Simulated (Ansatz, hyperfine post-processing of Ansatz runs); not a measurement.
# 19F NMR of paramagnetic YCuF5, part 2 of 2

Aim: the shifts that the unpaired electrons of Cu give to the NMR lines of 19F and 89Y in YCuF5 at 330 K.

DFT, r2SCAN, plane-wave PAW, default files, collinear spin, scalar-relativistic.

So far. Step 2 (All moments parallel): Spin density in the ac plane at fractional y = 0.500, with atoms of Y and F within 0.2 Å of it.

### Step 3. Spin flips

Above the ordering point the moments are not free: their couplings set the Weiss constant, which scales every shift. Reversing one ion measures these couplings, and shows at once how much of each shift that ion sends.

Contents of input.yaml:

```yaml
crystal:
  lattice:
    - [-8.464588, 0.0, 0.0]
    - [-2.116147, -3.475502, 4.033275]
    - [-2.116147, 3.475502, 4.033275]
  atoms:
    - { symbol: "Y", position: [0.25, 0.5, 0.5] }
    - { symbol: "Y", position: [0.75, 0.5, 0.5] }
    - { symbol: Cu, position: [0.0, 0.0, 0.0], spin: -0.7 }
    - { symbol: Cu, position: [0.5, 0.0, 0.0], spin: 0.7 }
    - { symbol: F, position: [0.0, 0.5, 0.5] }
    - { symbol: F, position: [0.5, 0.5, 0.5] }
    - { symbol: F, position: [0.1120600147, 0.7758799226, 0.7758799226] }
    - { symbol: F, position: [0.6120600147, 0.7758799226, 0.7758799226] }
    - { symbol: F, position: [0.3879399853, 0.2241200774, 0.2241200774] }
    - { symbol: F, position: [0.8879399853, 0.2241200774, 0.2241200774] }
    - { symbol: F, position: [0.25, 0.8124239128, 0.1875760872] }
    - { symbol: F, position: [0.75, 0.8124239128, 0.1875760872] }
    - { symbol: F, position: [0.25, 0.1875760872, 0.8124239128] }
    - { symbol: F, position: [0.75, 0.1875760872, 0.8124239128] }
magnetization:
  spin_polarized: true
kpoints:
  mp_grid: { grid: [3, 5, 5] }
scf:
  lower_state_search: "off"
  occupations: { method: fermi_dirac, width: 0.02 }
hamiltonian:
  xc: r2scan
output:
  efg: { contact_densities: true, quadrupole_moments_barn: { Cu: -0.22 } }
  forces: false
```

On the command line:

```sh
> ansatz run input.yaml --threads 4 --pin off --max-ram 8192MiB --backend cpu --events-out ev --progress --plain --runs-dir out
```

What it wrote:

```text
[a pick of lines, long numbers rounded; other set-up, energy and force rows are left out]
[...]
atom   1  Y  V_zz =    +8.411921   η = 0.1965   by run symmetry: allowed
[...]
atom   2  Y  V_zz =    +8.411921   η = 0.1965   by run symmetry: allowed
[...]
atom   3  Cu V_zz =   +15.335575   η = 0.6209   by run symmetry: allowed   C_q = -81.5788 MHz
[...]
atom   4  Cu V_zz =   +15.335575   η = 0.6209   by run symmetry: allowed   C_q = -81.5788 MHz
[...]
atom   5  F  V_zz =    +1.988402   η = 0.3391   by run symmetry: allowed
[...]
atom   6  F  V_zz =    +1.988402   η = 0.3391   by run symmetry: allowed
[...]
atom   7  F  V_zz =   +13.070182   η = 0.0738   by run symmetry: allowed
[...]
atom   8  F  V_zz =   +13.070182   η = 0.0738   by run symmetry: allowed
[...]
atom   9  F  V_zz =   +13.070182   η = 0.0738   by run symmetry: allowed
[...]
atom  10  F  V_zz =   +13.070182   η = 0.0738   by run symmetry: allowed
[...]
atom  11  F  V_zz =    +5.191638   η = 0.7714   by run symmetry: allowed
[...]
atom  12  F  V_zz =    +5.191638   η = 0.7714   by run symmetry: allowed
[...]
atom  13  F  V_zz =    +5.191638   η = 0.7714   by run symmetry: allowed
[...]
atom  14  F  V_zz =    +5.191638   η = 0.7714   by run symmetry: allowed
[...]
```

Elapsed: 30 s, on 4 threads of Arm Neoverse V2, shared host; peak memory 1.8 GiB.

The parallel state has -29094.1409 eV at zero smearing. Each flip reverses one ion with all its periodic images. It gives an energy and, by half the change of the contact field, the share of that set of ions in each shift at 330 K (ppm; atoms of one site can get unlike shares):

| atom reversed | energy (eV) | change (meV) | F(1) | F(2) | F(3) | Y |
| --- | --- | --- | --- | --- | --- | --- |
| Cu3 | -29094.1500 | -9.1 | -70 / 20 | 128 / 4110 | 1540 | 2260 |

In mean-field theory Θ = ΔE (S + 1) / (6 S k_B): Θ = -53 K. Couplings between an ion and its own images are missing, but in this cell they lie beyond the nearest magnetic neighbours. Θ = 0 is used for the shifts.

### Step 4. Other levels of theory

Spin transfer to the ligands hangs on how far the functional delocalises the open shell, so other levels show how much the fields depend on it.

Contact fields (T) with all moments parallel; times on 4 threads of Arm Neoverse V2, shared host. HSE06 ran on a 2×3×3 mesh, against 3×5×5 for the first row. r2SCANh ran on a 2×3×3 mesh, against 3×5×5 for the first row. Each level takes the cutoff that its files ask for.

| level | moment (μB) | time | F(1) | F(2) | F(3) | Y |
| --- | --- | --- | --- | --- | --- | --- |
| r2SCAN | 2.00 | 50 s | -0.0247 | 2.08 | 1.51 | 2.22 |
| PBE | 2.00 | 18 s | -0.0129 | 1.76 | 1.42 | 2.62 |
| PBE +U Cu 4 eV | 2.00 | 29 s | -0.00945 | 1.70 | 1.19 | 2.24 |
| HSE06 | 2.00 | 1.8 min | -0.0131 | 2.11 | 1.22 | 1.65 |
| r2SCANh | 2.00 | 2.3 min | -0.0225 | 2.18 | 1.41 | 1.88 |

### Step 5. Shifts at temperature

The shift is δ = B · g μB (S + 1) / (3 k_B (T − Θ)) with g = 2; at 330 K and Θ = 0 K one tesla gives 2035 ppm. The anisotropy is a sum over point dipoles on the Cu ions, scaled alike; on atoms bound to Cu, spin in their own p shell adds an anisotropy that this leaves out.

| site | nucleus | δ_iso (ppm) | with the calculated Θ | reduced anisotropy (ppm) | asymmetry |
| --- | --- | --- | --- | --- | --- |
| F(1) | 19F | -50 | -43 | 108 | 0.51 |
| F(2) | 19F | 4240 | 3660 | 611 | 0.02 |
| F(3) | 19F | 3080 | 2660 | 256 | 0.64 |
| Y | 89Y | 4520 | 3900 | -53 | 0.73 |

The reduced anisotropy is δ_zz − δ_iso, with zz the principal value farthest from δ_iso. The Weiss constant adds its own doubt: exchange couplings from semilocal functionals can miss even their sign, and a Θ lower by 100 K would lower every shift by 23 %.

19F MAS at 2.35 T (94.2 MHz), 60 kHz, 330 K; contact and dipolar shift alone, no orbital or quadrupolar part; lines under 1.5 % of the strongest are left out. Lines of the NMR spectrum (strongest = 100):

| position (ppm) | label | intensity |
| --- | --- | --- |
| -50.2 | F(1) centre | 51 |
| 3079.8 | F(3) centre | 100 |
| 3601.8 | F(2) -1 | 6.5 |
| 4238.9 | F(2) centre | 90 |
| 4876.0 | F(2) +1 | 4.9 |

### Step 6. A run that failed

One trial run was spoilt on purpose (mixing far too strong).

input.yaml, as its differences from that of step 3:

```diff
@@ -8,4 +8,4 @@
     - { symbol: "Y", position: [0.75, 0.5, 0.5] }
-    - { symbol: Cu, position: [0.0, 0.0, 0.0], spin: -0.7 }
-    - { symbol: Cu, position: [0.5, 0.0, 0.0], spin: 0.7 }
+    - { symbol: Cu, position: [0.0, 0.0, 0.0], spin: 1.0 }
+    - { symbol: Cu, position: [0.5, 0.0, 0.0], spin: 1.0 }
     - { symbol: F, position: [0.0, 0.5, 0.5] }
@@ -27,2 +27,4 @@
   occupations: { method: fermi_dirac, width: 0.02 }
+  mixing: { algorithm: anderson, beta: 1.5, ndim: 1, preconditioner: none }
+  max_iter: 100
 hamiltonian:
@@ -31,2 +33,2 @@
   efg: { contact_densities: true, quadrupole_moments_barn: { Cu: -0.22 } }
-  forces: false
+  forces: true
```

What it wrote:

```text
Error: invalid value for `scf.mixing.beta`: must be finite and in (0, 1]; got 1.5
```

Elapsed: 0.02 s, on 4 threads; peak memory 0.031 GiB.

The program refused it. It gives no fields.

### Step 7. What came out

```json
{
 "spin of Cu": "0.50",
 "Weiss constant, mean field (rough, not used)": "-53 K",
 "19F contact shift at 330 K, Θ = 0 K": "-50, 4240, 3080 ppm",
 "89Y contact shift at 330 K, Θ = 0 K": "4520 ppm"
}
```

At 330 K the Cu moments shift 19F on F(1) by -50 ppm, 19F on F(2) by 4240 ppm, 19F on F(3) by 3080 ppm and 89Y on Y by 4520 ppm, scaled with a pure Curie law. No measured Weiss constant is at hand, and the one from single flips is too rough to scale with, so the shifts are given for a pure Curie law; each 30 K of Θ would move them by about 9 %. The calculated Θ of -53 K would multiply them by 0.86. Over the levels shown that keep the moment, the field at F(1) runs from -0.0247 T (r2SCAN) to -0.00945 T (PBE +U Cu 4 eV). 1 further run of this session (trial settings, or flips that did not finish) is not shown. All this holds only well above the ordering temperature and the strongest exchange, neither of which is computed. The orbital (chemical) shift and the pseudocontact shift from g anisotropy are not included. g = 2 is used; Cu²⁺ has g near 2.2, which would raise the shifts by about a tenth. For anions bound to the magnetic ion the point-dipole anisotropy lacks the spin in their own p orbitals, and their lines are broad and relax fast. On F(2) and F(3) total and valence fields differ by over a quarter of the total (by up to 0.49 times the total); that core part hangs on the functional and on the program's treatment of the cores, and where it exceeds the total neither size nor sign of the shift is settled. The dipole sum is for a spherical crystallite; bulk susceptibility, which broadens real lines, is left out.

[Logs are printed without paths, hosts, clocks, repeated set-up lines and the standing remarks that a program may print on its own settings, such as how far it seeks lower states.]

[Hosts, paths, dates, database ids (printed as entryN), source tags and the programs' standing remarks are cut or masked in the printed files.]
